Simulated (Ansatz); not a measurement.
# BePd (Pm-3m): from the cell to its phonons

The cell of BePd (Pm-3m) is at rest. What are its phonons? After the zone centre comes a 4×4×4 q mesh on a 16×16×16 k mesh.

Program: Ansatz 0.2.0. Level of theory: DFT r2SCAN, scalar-relativistic, plane waves, PAW. Results are calculated unless marked as measured.

## Step 1: Starting point

The structure is cubic, space group Pm-3m (No. 221). Conventional cell: a = 2.812 Å, b = 2.812 Å, c = 2.812 Å, α = 90.00°, β = 90.00°, γ = 90.00°. Be has 8 Pd at 2.44 Å nearest. Nearest to Pd lie 8 Be at 2.44 Å. Farther neighbours are not listed.

## Step 2: Linear response at the zone centre

The cell comes from relaxations at this level that are not shown. The zone centre comes first: it holds the modes that light can see, as far as symmetry allows. No field response is asked, since the mesh shows no gap.

input.yaml reads:

```yaml
crystal:
  lattice:
    - [2.8122709577, 0.0, 0.0]
    - [0.0, 2.8122709577, 0.0]
    - [0.0, 0.0, 2.8122709577]
  atoms:
    - { symbol: Be, position: [0.0, 0.0, 0.0] }
    - { symbol: Pd, position: [0.5, 0.5, 0.5] }
kpoints:
  mp_grid: { grid: [16, 16, 16] }
hamiltonian:
  xc: r2scan
scf:
  occupations: { method: methfessel_paxton, width: 0.15 }
output:
  eigenvalues: true
phonons:
  method: dfpt
```

Started as:

```
$ ansatz run input.yaml --threads 4 --pin off --max-ram 7168MiB --backend cpu --events-out ev --progress --plain --runs-dir out
```

Numbers of over 12 decimals in the logs are rounded to 6 here.

The program printed:

```text
Engine: ansatz 0.2.0, aarch64-unknown-linux-gnu
Pseudopotentials: kind: paw
Pseudopotential: Be, paw, valence charge 2, recommended cutoff 500 eV (meta_gga), Be.paw.azcp
Pseudopotential: Pd, paw, valence charge 18, recommended cutoff 500 eV (meta_gga), Pd.paw.azcp
Functional definition: r2SCAN
  parameter k0 = 0.174
  parameter k1 = 0.065
  parameter a1 = 4.9479
  exchange = r2scan_x(k0 = k0, k1 = k1, a1 = a1)
  correlation = r2scan_c
Crystal: 2 atoms, lattice volume = 22.242 Å³
Basis set: ecut = 500 eV, 587 PW (Γ), exchange–correlation on 144×144×144 points (216 copies of the dense FFT grid, shifted against one another)
Bands: 14, of which v1, the nominal top of the filled ones, is band 10 counted from 1 (9 counted from 0)
Symmetry: 48 space group operations
k-points: 405 of 4096 (irreducible under 8 space group operations, time reversal used)
Non-local potential: Be, projectors of the file, l = 0: 2, l = 1: 2, l = 2: 1
Non-local potential: Pd, projectors of the file, l = 0: 2, l = 1: 2, l = 2: 2, l = 3: 1
PAW form: soft (Blöchl's): semilocal exchange-correlation on the pseudo side does not see the compensation charge
PAW frozen core: Be, regenerated for the run's functional (the file was generated under x = pbe(κ = 0.804, μ = 0.219515), c = pbe(β = 0.066725))
PAW frozen core: Pd, regenerated for the run's functional (the file was generated under x = pbe(κ = 0.804, μ = 0.219515), c = pbe(β = 0.066725))
PAW one-centre angular grid: Be, 302 points (default); XC on 255 of its mesh's 2635 points in the sphere
PAW one-centre angular grid: Pd, 590 points (default); XC on 160 Gauss nodes
Initial density: superposition of atomic densities (neutral atoms: chi_scale 0, normalization atom), corrected by the library's trained network
Initial wavefunctions: pseudopotential atomic-orbital guess
Functional: x = r2scan, c = r2scan; τ floored in thin density (d = 2e-4 eV/Å³)
SCF iter   1: F=—  HF=-7080.210737 eV  |F-HF|=—  |Δ(HF+E_count)|=         —  Δρ=1.27e-2  dr2=2.52e-2  dr2_τ=2.54e-2  ethr=1.77e-3  ⟨swp⟩=5.0  Hψ=32068  notcnv=0
preconditioner: auto → none  [metal: Δε(μ)=0.012 eV  Ē_g=11.532 eV  σ=0.150 eV  W_gap=0.06  n_scr=6 (ndim 8)  ℏωp=27.3 eV  f_vac=0.000  D(μ)=0.86/eV (n_scr^D=6)  sad-step TF]
SCF iter   2: F=—  HF=-7080.240030 eV  |F-HF|=—  |Δ(HF+E_count)|=   2.93e-2  S|Δr|=    0.00e0  Δρ=6.44e-3  dr2=4.20e-3  dr2_τ=5.13e-4  ethr=1.26e-4  ⟨swp⟩=2.2  Hψ=11787  notcnv=0
SCF iter   3: F=—  HF=-7080.239048 eV  |F-HF|=—  |Δ(HF+E_count)|=   9.82e-4  S|Δr|=    0.00e0  Δρ=2.40e-3  dr2=1.32e-3  dr2_τ=1.02e-4  ethr=2.10e-5  ⟨swp⟩=3.0  Hψ=9935  notcnv=0
SCF iter   4: F=—  HF=-7080.238804 eV  |F-HF|=—  |Δ(HF+E_count)|=   2.44e-4  S|Δr|=    0.00e0  Δρ=2.62e-4  dr2=2.09e-5  dr2_τ=2.87e-6  ethr=6.58e-6  ⟨swp⟩=2.3  Hψ=7832  notcnv=0
SCF iter   5: F=—  HF=-7080.238811 eV  |F-HF|=—  |Δ(HF+E_count)|=   6.67e-6  S|Δr|=    0.00e0  Δρ=1.10e-4  dr2=1.46e-6  dr2_τ=9.34e-8  ethr=1.05e-7  ⟨swp⟩=2.1  Hψ=8648  notcnv=0
SCF iter   6: F=—  HF=-7080.238815 eV  |F-HF|=—  |Δ(HF+E_count)|=   4.85e-6  S|Δr|=    0.00e0  Δρ=6.31e-6  dr2=3.75e-9  dr2_τ=6.61e-10  ethr=7.30e-9  ⟨swp⟩=2.2  Hψ=7406  notcnv=0
SCF iter   7: F=—  HF=-7080.238815 eV  |F-HF|=—  |Δ(HF+E_count)|=   2.86e-9  S|Δr|=    0.00e0  Δρ=1.75e-6  dr2=5.49e-10  dr2_τ=2.44e-11  ethr=1.87e-11  ⟨swp⟩=2.0  Hψ=8283  notcnv=0
SCF iter   8: F=—  HF=-7080.238815 eV  |F-HF|=—  |Δ(HF+E_count)|=  4.55e-11  S|Δr|=    0.00e0  Δρ=3.86e-7  dr2=2.13e-11  dr2_τ=5.61e-13  ethr=2.74e-12  ⟨swp⟩=2.2  Hψ=8226  notcnv=0
SCF iter   9: F=-7080.238815 eV  HF=-7080.238815 eV  |F-HF|=2.73e-12  |Δ(HF+E_count)|=  1.82e-12  S|Δr|=    0.00e0  Δρ=8.75e-8  dr2=1.20e-12  dr2_τ=3.11e-14  ethr=1.00e-12  ⟨swp⟩=5.3  Hψ=21459  notcnv=0
SCF 1 converged in 9 iterations: F = -7080.238815 eV  dr2 = 1.20e-12
  greatest PAW one-centre occupation: 1.003 electrons in one spin orbital (limit 2), on the Pd atom at site 1 (counted from 0), in its partial waves of l = 0
DFPT response loops at Γ: preconditioner auto → Kerker (q_TF=auto, 2.680 Å⁻¹) (partly filled bands, converged f_vac=0.000); β = 1.00, the filter's whole step (`scf.mixing.beta` (0.50) is not read by the response loops under this deck's `scf.mixing.preconditioner`; to damp them name `kerker` or `kerker_dos`, under which they read `scf.mixing.beta`, and type it under 1.00, their step now; both keys bind the ground state too); Broyden in place of MSR1
SCF converged after 9 iterations
Stability not checked: this state was not tested for a lower state beside it, because cold or Methfessel-Paxton smearing, or corrected tetrahedra, fill the levels in a way that the test cannot read (fill_not_monotonic; see scf.lower_state_search)
Free energy (F): -7080.238815 eV
Harris-Foulkes:  -7080.238815 eV  (|F-HF|=2.73e-12)
Internal energy: -7080.237942 eV  (E = F + TS)
E sigma→0 (E₀):  -7080.238597 eV
Entropy (-TS):   -0.000873 eV (-0.437 meV/atom)
Fermi energy:    16.860078 eV
--- Per-component energies (eV) ---
  E_band       = -209.008660
  E_kinetic    = 534.980793
  E_local      = -2206.552380  (includes V_loc(G=0)·N_el)
  E_nonlocal   = 219.825315
  E_hartree    = 914.544448
  E_xc         = -180.050685
  E_vxc        = -257.317220  (∫ρ·V_xc dr)
  E_paw        = -3832.142873  (= ΣΔE_a)
  E_vpaw       = -347.873670  (= ΣTr[D̂ρ^β])
  E_aug_tail   = 0.000113  (compensation charges beyond the density's cutoff)
  E_vtau       = 18.839539  (kinetic-family band-sum trace: ∫τ·v_τ [+ j·A + Jᵃ·Aᵃ] dr)
  E_ewald      = -2530.378559
  E_core_change = -0.464114  (= ΣΔE_core)
  E_smearing   = -0.000873  (= −TS)
  E_closure    = -0.000000  (closes the sum)
  Σ components = -7080.238815   (vs F -7080.238815, Δ=0.00e0)
--- Band table (eV; the first three rows and the last of 405) ---
  k-point 0: bands = [... 6 lower, 11.0061, 14.3528, 14.3528, 14.3528, 22.7367, 22.7367, 22.7367, 31.6139]
  k-point 1: bands = [... 6 lower, 11.0464, 14.2754, 14.2754, 14.3584, 22.4004, 22.8881, 22.8881, 31.4813]
  k-point 2: bands = [... 6 lower, 11.1617, 14.0651, 14.0651, 14.3742, 21.5519, 23.3199, 23.3199, 31.1141]
  k-point 404: bands = [... 6 lower, 10.1013, 15.5374, 15.5374, 21.9703, 22.8012, 22.8012, 22.8012, 23.9565]
--- Phonons (Γ-DFPT): 2 representative perturbations + reference, on 405 of 4096 k-points (Σ response iterations 13) ---
  k mesh reduced under 8 symmetry operations, with k and −k counted as one. Each operation leaves every solved perturbation unchanged. A smaller set is not considered because the functional reads the kinetic-energy density
  ASR residual: 1.070e-4 → 0.000e0 eV/Å²; symmetrization residual: 5.095e-7 eV/Å²
  ASR residual per site (eV/Å²): 8.70e-6 1.07e-4
  Γ frequencies (cm⁻¹): 0.00 0.00 0.00 372.42 372.42 372.42
  non-analytic LO–TO correction: not included (Born effective charges unavailable; polar crystals: no LO–TO splitting at Γ)
```

The job ended after 29 s (4 threads of Arm Neoverse V2, shared host; peak memory 1.2 GiB; 1.9 min of CPU time).

Reading the cycles: dr2 is the Hartree energy of the density residual (eV), the measure of convergence; HF is the Harris–Foulkes estimate of the energy, which meets the free energy F at convergence.

Numbers from this step:

```yaml
volume_per_atom: 11.12 Å³
gap_on_the_k_mesh: 0 eV
sum_rule_residual_before_enforcement: 1.07e-4 eV/Å²
point_group: m-3m
highest_optical_mode_at_the_zone_centre_no_lo_to_term: 372.4 cm⁻¹
lowest_optical_zone_centre_mode: 372.4 cm⁻¹
```

Patterns of degenerate modes are one choice out of their space. The modes at Γ (shares of kinetic energy by element, %):

```tsv
mode	frequency (cm⁻¹)	symmetry	Be %	Pd %
1	0.0	acoustic	8	92
2	0.0	acoustic	8	92
3	0.0	acoustic	8	92
4	372.4	T1u	92	8
5	372.4	T1u	92	8
6	372.4	T1u	92	8
```

Displacements in mode 6 (372.4 cm⁻¹), the largest set to 1:
```
Be1  0.00  0.00  1.00
Pd2  0.00  0.00 -0.08
```

Before it was imposed, the acoustic sum rule was missed by 1.1e-4 eV/Å². Small misses are needed for a sound result but don't prove that mesh and cutoff are converged. The lowest optical mode is real, 372 cm⁻¹.

## Step 3: Phonons on a q mesh

Stability and thermal properties need the whole zone. Linear response on a 4×4×4 q mesh gives force constants as far as a supercell of that size would.

Edit input.yaml of step 2 so:

```diff
@@ -18 +18,8 @@
   method: dfpt
+  qmesh: [4, 4, 4]
+  temperatures: { t_max: 1000, t_step: 50 }
+  qpath:
+    path:
+      - [[0.0, 0.0, 0.0], [0.0, 0.5, 0.0], [0.5, 0.5, 0.0], [0.0, 0.0, 0.0], [0.5, 0.5, 0.5], [0.0, 0.5, 0.0]]
+      - [[0.5, 0.5, 0.5], [0.5, 0.5, 0.0]]
+    npoints: 10
```

The program printed:

```text
[...]
Crystal: 2 atoms, lattice volume = 22.242 Å³
Basis set: ecut = 500 eV, 587 PW (Γ), exchange–correlation on 144×144×144 points (216 copies of the dense FFT grid, shifted against one another)
Bands: 14, of which v1, the nominal top of the filled ones, is band 10 counted from 1 (9 counted from 0)
Symmetry: 48 space group operations
k-points: 405 of 4096 (irreducible under 8 space group operations, time reversal used)
[...]
SCF iter   1: F=—  HF=-7080.210737 eV  |F-HF|=—  |Δ(HF+E_count)|=         —  Δρ=1.27e-2  dr2=2.52e-2  dr2_τ=2.54e-2  ethr=1.77e-3  ⟨swp⟩=5.0  Hψ=32068  notcnv=0
[...]
SCF iter   9: F=-7080.238815 eV  HF=-7080.238815 eV  |F-HF|=2.73e-12  |Δ(HF+E_count)|=  1.82e-12  S|Δr|=    0.00e0  Δρ=8.75e-8  dr2=1.20e-12  dr2_τ=3.11e-14  ethr=1.00e-12  ⟨swp⟩=5.3  Hψ=21459  notcnv=0
SCF 1 converged in 9 iterations: F = -7080.238815 eV  dr2 = 1.20e-12
[...]
Basis set: ecut = 500 eV, 587 PW (Γ), exchange–correlation on 96×96×96 points (64 copies of the dense FFT grid, shifted against one another)
k-points: 165 of 4096
[...]
iter 1 solved again at ethr=4.63e-8 eV; its pass at ethr=3.10e-3 eV (dr2=9.26e-6 eV) is discarded
SCF iter   1: F=—  HF=-7080.238814 eV  |F-HF|=—  |Δ(HF+E_count)|=         —  Δρ=2.00e-7  dr2=7.84e-12  dr2_τ=2.27e-12  ethr=4.63e-8  ⟨swp⟩=2.9  Hψ=18904  notcnv=0
eigensolver tolerance schedule: the retry pair's looser diagonalisation over-reported the residual by 1180208.70 of it (diagonalisation noise at an unbounded share of the residual, at the tolerance the schedule requests for it); recorded, not acted on — ethr = c·dr2/N_el stays at c = 1.0e-1
[...]
SCF iter   2: F=—  HF=-7080.238814 eV  |F-HF|=—  |Δ(HF+E_count)|=   1.10e-7  S|Δr|=    0.00e0  Δρ=2.80e-7  dr2=1.50e-11  dr2_τ=3.87e-12  ethr=1.00e-12  ⟨swp⟩=5.6  Hψ=9215  notcnv=0
SCF iter   3: F=-7080.238814 eV  HF=-7080.238814 eV  |F-HF|=9.09e-13  |Δ(HF+E_count)|=    0.00e0  S|Δr|=    0.00e0  Δρ=8.96e-8  dr2=1.03e-12  dr2_τ=3.71e-13  ethr=1.00e-12  ⟨swp⟩=1.0  Hψ=5290  notcnv=0
SCF 2 converged in 3 iterations: F = -7080.238814 eV  dr2 = 1.03e-12
phonons: the bands overlap, so this run is a metal and interpolates without the dipole-dipole term. If the crystal is really an insulator or semiconductor, its LO-TO splitting is missing
[...]
NSCF: frozen V_eff on 165 k-points
[...]
SCF converged after 9 iterations
[...]
Free energy (F): -7080.238815 eV
[...]
Internal energy: -7080.237942 eV  (E = F + TS)
E sigma→0 (E₀):  -7080.238597 eV
Entropy (-TS):   -0.000873 eV (-0.437 meV/atom)
Fermi energy:    16.860078 eV
[...]
--- Band table (eV; the first three rows and the last of 405) ---
  k-point 0: bands = [... 6 lower, 11.0061, 14.3528, 14.3528, 14.3528, 22.7367, 22.7367, 22.7367, 31.6139]
  k-point 1: bands = [... 6 lower, 11.0464, 14.2754, 14.2754, 14.3584, 22.4004, 22.8881, 22.8881, 31.4813]
  k-point 2: bands = [... 6 lower, 11.1617, 14.0651, 14.0651, 14.3742, 21.5519, 23.3199, 23.3199, 31.1141]
  k-point 404: bands = [... 6 lower, 10.1013, 15.5374, 15.5374, 21.9703, 22.8012, 22.8012, 22.8012, 23.9565]
[...]
ASR residual: 1.070e-4 → 0.000e0 eV/Å²; symmetrization residual: 5.095e-7 eV/Å²
  ASR residual per site (eV/Å²): 8.70e-6 1.07e-4
  Γ frequencies (cm⁻¹): 0.00 0.00 0.00 372.42 372.42 372.42
--- Phonons (arbitrary-q DFPT): 10 irreducible q on the 4×4×4 mesh ---
  q = [0.0000, 0.0000, 0.0000] (star 1, of the zone-centre solve; hermiticity 2.40e-7, symmetrization 1.36e-13): -0.00 -0.00 0.00 372.42 372.42 372.42
  q = [0.0000, 0.0000, 0.2500] (star 6, 4 solved perturbations in 4032 linear systems a pass and spin channel, the states on 1296 of 4096 k-point pairs; hermiticity 9.66e-7, symmetrization 2.57e-13): 79.08 79.08 155.32 392.48 392.48 395.25
[...]
q = [0.0000, 0.2500, -0.5000] (star 12, 6 solved perturbations on 1296 of 4096 k-point pairs; hermiticity 6.27e-7, symmetrization 2.07e-14): 103.33 137.51 190.41 385.75 388.94 398.27
[...]
sum rule: each row above includes the acoustic sum rule's correction from the zone centre's row sums; it moved no ω² by more than (0.52 cm⁻¹)²
  mesh force constants: q→R imaginary residual 1.77e-18; ASR residual 1.070e-4 → 0.000e0 eV/Å²; symmetrization residual 1.066e-14 eV/Å²
  interpolated dispersion: 62 rows × 6 modes
  density of states and harmonic sums: on the 24×24×24 q-mesh, interpolated from the force constants of a 4×4×4 supercell (no non-analytic term)
  largest difference from the sums on the solved wave vectors: F 1.10e-2 eV, S 1.50e-5 and C_V 4.02e-6 eV/K
  zero-point energy: 0.098860 eV/cell   skipped modes (ω ≤ 0): 3   left out of the sums: 3.62e-5 of the cell's modes: C_V's classical limit lies that fraction below 3 k_B per atom; for a crystal, a wire or a layer, F and S can be off by more, and a phonons.interpolated_qmesh denser along its periods is the remedy for the sampling
```

The job ended after 22 min (4 threads; peak memory 2.5 GiB).

Numbers from this step:

```
lowest frequency on the path                               : 0 cm⁻¹
highest frequency on the path or at a solved wavevector    : 450.9 cm⁻¹
mean frequency                                             : 265.8 cm⁻¹
Debye temperature (second moment)                          : 548 K
logarithmic mean frequency                                 : 230.3 cm⁻¹
lowest mode on the q mesh (acoustic modes at Γ apart)      : 79.08 cm⁻¹
zero-point energy per atom                                 : 49.43 meV
heat capacity at 300 K                                     : 21.36 J/(mol atoms K)
vibrational entropy at 300 K                               : 24.39 J/(mol atoms K)
edges of the widest gap between branches, on path and mesh : 215, 356 cm⁻¹
```

Frequencies (cm⁻¹) solved at each irreducible wavevector; negative means imaginary. Frequencies by wavevector, by row:

```tsv
q in reciprocal lattice units	star	mode 1	mode 2	mode 3	mode 4	mode 5	mode 6
0 0 0	1	0	0	0	372.4	372.4	372.4
0 0 0.25	6	79.1	79.1	155.3	392.5	392.5	395.2
0 0 -0.5	3	104.7	104.7	215	415	415	450.9
0 0.25 0.25	12	91.1	120	164.5	361.1	391.4	429.3
0 0.25 -0.5	12	103.3	137.5	190.4	385.8	388.9	398.3
0 -0.5 -0.5	3	101.8	154.5	154.5	356	361.9	361.9
0.25 0.25 0.25	8	143.8	143.8	163.4	382.2	382.2	402.2
0.25 0.25 -0.5	12	142.4	149.1	186.5	363.7	388.3	407.1
0.25 -0.5 -0.5	6	143.2	183.3	183.3	384	384	388
-0.5 -0.5 -0.5	1	179.5	179.5	179.5	405.3	405.3	405.3
```

(Part 1 of 2 ends here.)

[Logs are printed without paths, hosts, clocks, repeated set-up lines and the standing remarks that a program may print on its own settings, such as how far it seeks lower states.]

[Hosts, paths, dates, database ids (printed as entryN), source tags and the programs' standing remarks are cut or masked in the printed files.]
